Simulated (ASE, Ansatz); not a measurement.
# Electronic structure of twisted silicene bilayer, 3.89° (868 atoms)

Wanted: forces and levels of twisted silicene bilayer, 3.89° (868 atoms).

Calculated with Ansatz 0.2.0; Kohn-Sham DFT, PBE+D3(BJ), PAW (set soft_2), localised support functions (medium).

### 1. The starting structure

The cell holds 868 atoms: 868 Si. Cell: a = 56.861 Å, b = 56.861 Å, c = 20.140 Å, α = 90.0°, β = 90.0°, γ = 120.0°. It derives from Si (silicene). Silicene (a = 3.86 Å) under silicene (a = 3.86 Å), bilayer, commensurate cell of 217 unit cells a layer, twist 3.89 deg; facing planes 3.26 Å apart; 16 Å of vacuum; layers as built, displaced by a Gaussian of 0.01 Å. Regions: layer 1, 434 atoms (434 Si); layer 2, 434 atoms (434 Si). Vacuum lies along c.

What the set-up can't give: Beside vacuum, support functions can miss their usual error bounds without a warning. The Brillouin zone is sampled at Γ only, in a cell whose shortest periodic width is 49 Å.

### 2. Support functions medium

The electrons are solved once, with the atoms held.

The input, input.yaml:

```yaml
crystal:
  lattice:
    - [56.8614, 0.0, 0.0]
    - [-28.4307, 49.24342, 0.0]
    - [0.0, 0.0, 20.14]
  atoms:
    - { symbol: Si, position: [0.04287, 0.92458, 0.41904] }
    - { symbol: Si, position: [0.04471, 0.88639, 0.39677] }
    - { symbol: Si, position: [0.07995, 0.00322, 0.41971] }
    - { symbol: Si, position: [0.08179, 0.96487, 0.39734] }
    - { symbol: Si, position: [0.04777, 0.80966, 0.41888] }
    - { symbol: Si, position: [0.04888, 0.77101, 0.3974] }
    - { symbol: Si, position: [0.08435, 0.88741, 0.41871] }
    - { symbol: Si, position: [0.08597, 0.84926, 0.39728] }
    - { symbol: Si, position: [0.12117, 0.96583, 0.41942] }
    - { symbol: Si, position: [0.12258, 0.92776, 0.39762] }
    - { symbol: Si, position: [0.05185, 0.69421, 0.41943] }
    - { symbol: Si, position: [0.05393, 0.65578, 0.39709] }
    - { symbol: Si, position: [0.08921, 0.77291, 0.41951] }
    - { symbol: Si, position: [0.09051, 0.73434, 0.397] }
    - { symbol: Si, position: [0.12568, 0.85088, 0.41892] }
    - { symbol: Si, position: [0.12757, 0.81277, 0.39729] }
    - { symbol: Si, position: [0.16245, 0.92915, 0.41887] }
    - { symbol: Si, position: [0.16468, 0.89105, 0.39666] }
    - { symbol: Si, position: [0.19963, 0.00755, 0.42012] }
    - { symbol: Si, position: [0.20096, 0.96905, 0.39769] }
    - { symbol: Si, position: [0.05707, 0.57917, 0.41975] }
    - { symbol: Si, position: [0.05857, 0.54076, 0.39763] }
    - { symbol: Si, position: [0.09347, 0.65733, 0.41939] }
    - { symbol: Si, position: [0.09512, 0.61892, 0.39753] }
    - { symbol: Si, position: [0.13072, 0.73596, 0.41936] }
    - { symbol: Si, position: [0.13208, 0.69736, 0.39703] }
    - { symbol: Si, position: [0.16746, 0.81436, 0.41946] }
    - { symbol: Si, position: [0.16892, 0.77548, 0.39757] }
    - { symbol: Si, position: [0.20417, 0.89218, 0.41908] }
    - { symbol: Si, position: [0.20566, 0.85385, 0.39837] }
    - { symbol: Si, position: [0.24156, 0.97099, 0.41918] }
    - { symbol: Si, position: [0.24285, 0.93264, 0.39644] }
    [... 830 atom lines left out ...]
    - { symbol: Si, position: [0.96606, 0.12126, 0.60282] }
    - { symbol: Si, position: [0.96498, 0.08171, 0.58156] }
    - { symbol: Si, position: [0.0076, 0.19956, 0.60242] }
    - { symbol: Si, position: [0.0057, 0.15958, 0.58098] }
    - { symbol: Si, position: [0.00339, 0.07974, 0.60239] }
    - { symbol: Si, position: [0.00172, 0.04002, 0.58112] }
kpoints:
  mp_grid: { grid: [1, 1, 1] }
hamiltonian:
  xc: pbe
  dispersion: d3bj
scf:
  occupations: { method: fermi_dirac, width: 0.025 }
  eigensolver: { kind: { support_functions: { accuracy: medium } } }
  mixing: { beta: 0.2 }
  max_iter: 150
output:
  forces: true
  eigenvalues: true
```

The run is started by

```
$ ansatz run input.yaml --threads 32 --pin off --max-ram 143360MiB --backend cuda --events-out ev --progress --plain --runs-dir out
```

The program printed:

```text
Warning: scf.eigensolver.kind.support_functions: disabling space-group detection — the functions' gradient is summed over unrotated k-points, so no spatial operation reduces the k-mesh or symmetrises the density; time reversal is kept, so that k and −k are solved as one point where they differ and the mesh holds both, and exact exchange and, on two spinor components, a DFT+U term hold to it where the run has them: [...]
settings of this run that can trade accuracy for cost: scf.eigensolver.kind.support_functions [...]
Engine: ansatz 0.2.0, aarch64-unknown-linux-gnu
Pseudopotentials: kind: paw
Pseudopotential: Si, paw, valence charge 4, recommended cutoff 420 eV (normal), Si.paw.azcp
[... 5 lines on functional and potentials left out ...]
device memory: the entry about to start is reckoned to put 36.3 GiB on a device that reports 182.5 GiB free
GPU FFT provider: cuFFT
GPU libraries: cuBLAS 13.8.1, cuFFT 12.4.0, cuSOLVER 12.3.2
GPU matrix products: emulated (plane waves: as basis.precision tells), large ones in fixed point in workspaces of 1.00 GiB
Crystal: 868 atoms, lattice volume = 56393.003 Å³
Basis set: ecut = 420 eV, 1102177 PW (Γ), exchange–correlation on 768×768×270 points (8 copies of the dense FFT grid, shifted against one another)
Bands: 2084, of which v1, the nominal top of the filled ones, is band 1736 counted from 1 (1735 counted from 0)
Symmetry: 1 space group operations
k-points: 1
[... 3 lines on functional and potentials left out ...]
Initial density: superposition of atomic densities (neutral atoms: chi_scale 0, normalization atom)
Initial wavefunctions: pseudopotential atomic-orbital guess
GPU buffer pool allocated for 19906560 grid points (all kernels)
Eigensolver: Support functions (medium, 240×240×90 points, laid for a spacing of at most 0.257060 Å, radius 4.549166 Å, 1730 sites without an atom, 0 species' potentials softened for the grid, 1 wholly corrected for its errors in the mean over positions, 1 with the egg-box correction, energy correction by stochastic trace)
Functional: x = pbe(κ = 0.804, μ = 0.219515), c = pbe(β = 0.066725)
SCF iter   1: F=—  HF=-551408.178289 eV  |F-HF|=—  |Δ(HF+E_count)|=         —  Δρ=1.94e-2  dr2=2.23e2  ethr=1.00e-1
preconditioner: auto → Resta (q_TF=auto, 1.714 Å⁻¹)  ε∞=4.9  [metal: Δε(μ)=0.036 eV  Ē_g=6.636 eV  σ=0.025 eV  W_gap=0.34  n_scr=4834 (ndim 8)  ℏωp=9.2 eV  f_vac=0.547  D(μ)=153.59/eV (n_scr^D=316)  ε∞_Penn≈2.9  vacuum switching off (levels at the Fermi level)]
SCF iter   2: F=—  HF=-551652.544860 eV  |F-HF|=—  |Δ(HF+E_count)|=    2.44e2  Δρ=2.21e-2  dr2=2.98e2  ethr=6.44e-3
SCF iter   3: F=—  HF=-551636.036326 eV  |F-HF|=—  |Δ(HF+E_count)|=    1.65e1  Δρ=1.80e-2  dr2=2.07e2  ethr=6.44e-3  κ⁻¹=1.0e0(r=1)
SCF iter   4: F=—  HF=-551577.619311 eV  |F-HF|=—  |Δ(HF+E_count)|=    5.84e1  Δρ=1.97e-3  dr2=1.24e1  ethr=5.95e-3  κ⁻¹=1.1e-4(r=2)
SCF iter   5: F=—  HF=-551578.452716 eV  |F-HF|=—  |Δ(HF+E_count)|=   8.33e-1  Δρ=2.08e-3  dr2=9.02e0  ethr=3.57e-4  κ⁻¹=9.3e-5(r=3)
SCF iter   6: F=—  HF=-551578.052778 eV  |F-HF|=—  |Δ(HF+E_count)|=   4.00e-1  Δρ=1.26e-3  dr2=4.27e0  ethr=2.60e-4  κ⁻¹=5.5e-5(r=4)
SCF iter   7: F=—  HF=-551576.747516 eV  |F-HF|=—  |Δ(HF+E_count)|=    1.31e0  Δρ=7.72e-4  dr2=1.82e0  ethr=1.23e-4  κ⁻¹=1.9e-5(r=5)
SCF iter   8: F=—  HF=-551576.427713 eV  |F-HF|=—  |Δ(HF+E_count)|=   3.20e-1  Δρ=4.17e-4  dr2=7.06e-1  ethr=5.23e-5  κ⁻¹=8.6e-7(r=6)
SCF iter   9: F=—  HF=-551576.292951 eV  |F-HF|=—  |Δ(HF+E_count)|=   1.35e-1  Δρ=4.41e-4  dr2=4.82e-1  ethr=2.03e-5  κ⁻¹=7.7e-7(r=7)
SCF iter  10: F=—  HF=-551576.592778 eV  |F-HF|=—  |Δ(HF+E_count)|=   3.00e-1  Δρ=2.35e-4  dr2=1.64e-1  ethr=1.39e-5  κ⁻¹=9.9e-7(r=7)
[...]
SCF iter  14: F=—  HF=-551576.765041 eV  |F-HF|=—  |Δ(HF+E_count)|=   3.66e-2  Δρ=6.43e-5  dr2=7.95e-3  ethr=4.52e-7  κ⁻¹=2.2e-4(r=7)
SCF iter  15: F=—  HF=-551576.820313 eV  |F-HF|=—  |Δ(HF+E_count)|=   5.53e-2  Δρ=5.00e-5  dr2=3.86e-3  ethr=2.29e-7  κ⁻¹=1.2e-4(r=7)
SCF iter  16: F=—  HF=-551576.861055 eV  |F-HF|=—  |Δ(HF+E_count)|=   4.07e-2  Δρ=2.84e-5  dr2=1.47e-3  ethr=1.11e-7  κ⁻¹=5.7e-5(r=7)
SCF iter  17: F=—  HF=-551576.879731 eV  |F-HF|=—  |Δ(HF+E_count)|=   1.87e-2  Δρ=2.98e-5  dr2=9.13e-4  ethr=4.23e-8  κ⁻¹=1.3e-5(r=7)
SCF iter  18: F=—  HF=-551576.904420 eV  |F-HF|=—  |Δ(HF+E_count)|=   2.47e-2  Δρ=1.30e-5  dr2=2.42e-4  ethr=2.63e-8  κ⁻¹=3.1e-5(r=7)
SCF iter  19: F=—  HF=-551576.910957 eV  |F-HF|=—  |Δ(HF+E_count)|=   6.54e-3  Δρ=1.00e-5  dr2=1.28e-4  ethr=6.97e-9  κ⁻¹=6.2e-5(r=7)
SCF iter  20: F=—  HF=-551576.915632 eV  |F-HF|=—  |Δ(HF+E_count)|=   4.67e-3  Δρ=5.72e-6  dr2=7.20e-5  ethr=3.69e-9  κ⁻¹=4.6e-5(r=7)
SCF iter  21: F=—  HF=-551576.920644 eV  |F-HF|=—  |Δ(HF+E_count)|=   5.01e-3  Δρ=3.86e-6  dr2=3.08e-5  ethr=2.07e-9  κ⁻¹=1.6e-4(r=7)
SCF iter  22: F=—  HF=-551576.924272 eV  |F-HF|=—  |Δ(HF+E_count)|=   3.63e-3  Δρ=2.44e-6  dr2=9.55e-6  ethr=8.86e-10  κ⁻¹=7.3e-5(r=7)
SCF iter  23: F=-551576.927297 eV  HF=-551576.926387 eV  |F-HF|=9.10e-4  |Δ(HF+E_count)|=   2.12e-3  Δρ=1.38e-6  dr2=3.25e-6  ethr=2.75e-10
SCF 1 converged in 23 iterations: F = -551576.967824 eV  dr2 = 3.25e-6
  greatest PAW one-centre occupation: 0.652 electrons in one spin orbital (limit 2), on the Si atom at site 353 (counted from 0), in its partial waves of l = 0
SCF converged after 23 iterations
Stability not checked: this state was not tested for a lower state beside it, because the mixer in use, unlike msr1, does not test its closes by its own steps (another_mixer; see scf.mixing.algorithm and scf.lower_state_search)
Free energy (F): -551576.967824 eV
Harris-Foulkes:  -551576.966913 eV  (|F-HF|=9.10e-4)
Internal energy: -551576.623008 eV  (E = F + TS)
E sigma→0 (E₀):  -551576.795416 eV
Entropy (-TS):   -0.344816 eV (-0.397 meV/atom)
Fermi energy:    -1.250653 eV
--- Per-component energies (eV) ---
  E_band       = -21652.994095
  E_kinetic    = 33896.260713
  E_local      = -610252.025788  (includes V_loc(G=0)·N_el)
  E_nonlocal   = 22702.677641
  E_grid_corr  = -0.003429  (part of E_nonlocal)
  E_hartree    = 286827.759711
  E_xc         = -47208.274823
  E_vxc        = -39599.263417  (∫ρ·V_xc dr)
  E_paw        = -445002.923111  (= ΣΔE_a)
  E_vpaw       = -2055.332773  (= ΣTr[D̂ρ^β])
  E_aug_tail   = 0.005547  (compensation charges beyond the density's cutoff)
  E_ewald      = 207695.951380
  E_disp       = -236.013753  (pairwise vdW)
  E_smearing   = -0.344816  (= −TS)
  E_closure    = 0.000000  (closes the sum)
  E_support_correction = -0.040526  (second-order, or where that is not computed along the SCF)
  E_support_correction_error = 4.2e-4  (of E_support_correction; not in F)
  Σ components = -551576.967824   (vs F -551576.967824, Δ=0.00e0)
--- Forces (eV/Å), atoms counted from 1 ---
[... 868 lines of forces left out ...]
  max |Σ_I F_I| component: 6.44e-3 eV/Å
--- Band table (eV) ---
[... left out ...]
```

The job ended after 33 s (1 × NVIDIA GB200 with 32 threads of Arm Neoverse V2, shared host; peak memory 9 GiB; 88 s of CPU time).

That memory is the host's; the program planned up to 36.3 GiB on the GPU. Forces of this run were stored rounded, and per-atom blocks of the log weren't kept.

The program notes that the band table was not solved further than the SCF left it and it switched symmetry off. Further notices: vacuum switching off with vacuum.

Read from the output:

| Property | Result |
| --- | --- |
| free energy | -551576.9678 eV |
| free energy per atom | -635.4573 eV/atom |
| SCF cycles | 23 |
| r.m.s. force component | 0.2404 eV/Å |
| longest force | 0.9027 eV/Å |
| Fermi energy | -1.251 eV |
| levels partly filled by over 2 per cent | 14 |

Length of the force by element and coordination:

| element | coordination | atoms | mean length of the force (eV/Å) | spread | least | most |
| --- | --- | --- | --- | --- | --- | --- |
| Si | all | 868 | 0.384 | 0.16 | 0.0351 | 0.903 |

By region:

```
 region  atoms  mean length of the force (eV/Å)
layer 1    434                            0.396
layer 2    434                            0.373
```

The levels nearest the highest filled one (over half full), pooled over k-points and spins:

```
level less the highest filled one (eV)  occupation
                               -0.0702        1.93
                               -0.0627        1.90
                               -0.0469        1.83
                               -0.0462        1.82
                               -0.0017        1.27
                                     0        1.24
                                0.0128       0.984
                                0.0247       0.752
                                0.0275         0.7
                                0.0347       0.575
                                0.0423       0.459
                                0.0482       0.381
```

### 3. Local order

Bonds and neighbours are counted at the geometry of the runs.

Normalised to the volume that the atoms fill. Pair distribution function in bins of 0.2 Å:

```
r (Å)  total
 2.20   4.50
 2.40   0.12
 2.60   0.00
 2.80   0.00
 3.00   0.00
 3.20   0.02
 3.40   0.12
 3.60   0.12
 3.80   3.49
 4.00   0.29
 4.20   0.36
 4.40   1.45
 4.60   0.42
 4.80   0.33
 5.00   0.31
 5.20   0.30
 5.40   0.28
 5.60   0.28
 5.80   0.53
 6.00   1.35
 6.20   0.25
 6.40   0.25
 6.60   1.13
 6.80   0.41
 7.00   0.22
 7.20   0.21
 7.40   0.21
 7.60   0.28
```

Bonds by pair of elements; cutoffs follow the first minimum of g(r), held within bounds set by covalent radii, and pairs that aren't listed don't count as bonded:

```csv
pair A-B,cutoff (Å),bonds,mean length (Å),spread (Å),shortest (Å),B about A,A about B
Si-Si,2.68,1302,2.27,0.014,2.22,3,3
```

How many atoms have how many bonded neighbours:

```
element  mean    3
     Si     3  868
```

Bond angles, per cent of each kind in bins of 5°:

| angle (°) | Si-Si-Si |
| --- | --- |
| 110–115 | 1.0 |
| 115–120 | 99.0 |

Bond angles (no mean is given where the spread exceeds 20°):

| angle | count | mean (°) | spread (°) |
| --- | --- | --- | --- |
| Si-Si-Si | 2604 | 116 | 0.6 |

By these cutoffs all Si atoms have 3 bonded neighbours. The Si-Si-Si angle averages 116° with a spread of 0.6°.

The surroundings of Si235, picked at random, nearest first, numbered as they follow in the input and with coordinates relative to it.

| atom | x | y | z | distance (Å) | bonds | Fx | Fy | Fz (eV/Å) |
| --- | --- | --- | --- | --- | --- | --- | --- | --- |
| Si235 | 0.00 | 0.00 | 0.00 | 0.00 | 3 | 0.27 | 0.09 | 0.46 |
| Si212 | -2.21 | -0.08 | -0.43 | 2.25 | 3 | -0.26 | -0.23 | -0.16 |
| Si236 | 1.18 | -1.88 | -0.44 | 2.27 | 3 | 0.16 | -0.12 | -0.09 |
| Si238 | 1.06 | 1.99 | -0.44 | 2.29 | 3 | -0.11 | -0.29 | -0.10 |
| Si658 | 0.14 | -1.13 | 3.27 | 3.46 | 3 | 0.02 | -0.05 | -0.43 |
| Si211 | -3.40 | 1.80 | -0.01 | 3.85 | 3 | 0.12 | 0.03 | 0.53 |
| Si263 | 3.27 | 2.04 | 0.00 | 3.85 | 3 | 0.22 | 0.25 | 0.36 |
| Si261 | 3.41 | -1.81 | 0.02 | 3.86 | 3 | 0.11 | -0.20 | 0.27 |
| Si233 | 0.14 | -3.86 | -0.01 | 3.86 | 3 | -0.05 | -0.16 | 0.40 |
| Si209 | -3.27 | -2.05 | 0.00 | 3.86 | 3 | 0.14 | -0.05 | 0.48 |
| Si237 | -0.11 | 3.87 | 0.03 | 3.87 | 3 | -0.19 | -0.13 | 0.40 |
| Si657 | -0.90 | 0.84 | 3.71 | 3.91 | 3 | 0.06 | 0.01 | 0.19 |

### 4. Outcome

| Quantity | Value |
| --- | --- |
| free energy per atom | -635.4573 eV/atom |
| r.m.s. force component | 0.2404 eV/Å |
| wall time of the 1 DFT run | 33 s |

In words: No gap is quoted, since levels at the Fermi energy are partly filled. Counting bonds as in the table, all Si atoms have 3 bonded neighbours.

**Limits.** The geometry was built by rule, was displaced at random and isn't relaxed at this level: its force components are 0.24 eV/Å r.m.s.

[Long decimals in the printed logs are rounded to 6 places.]

[Logs are printed without paths, hosts, clocks, repeated set-up lines and the standing remarks that a program may print on its own settings, such as how far it seeks lower states.]

[Hosts, paths, dates, database ids (printed as entryN), source tags and the programs' standing remarks are cut or masked in the printed files.]
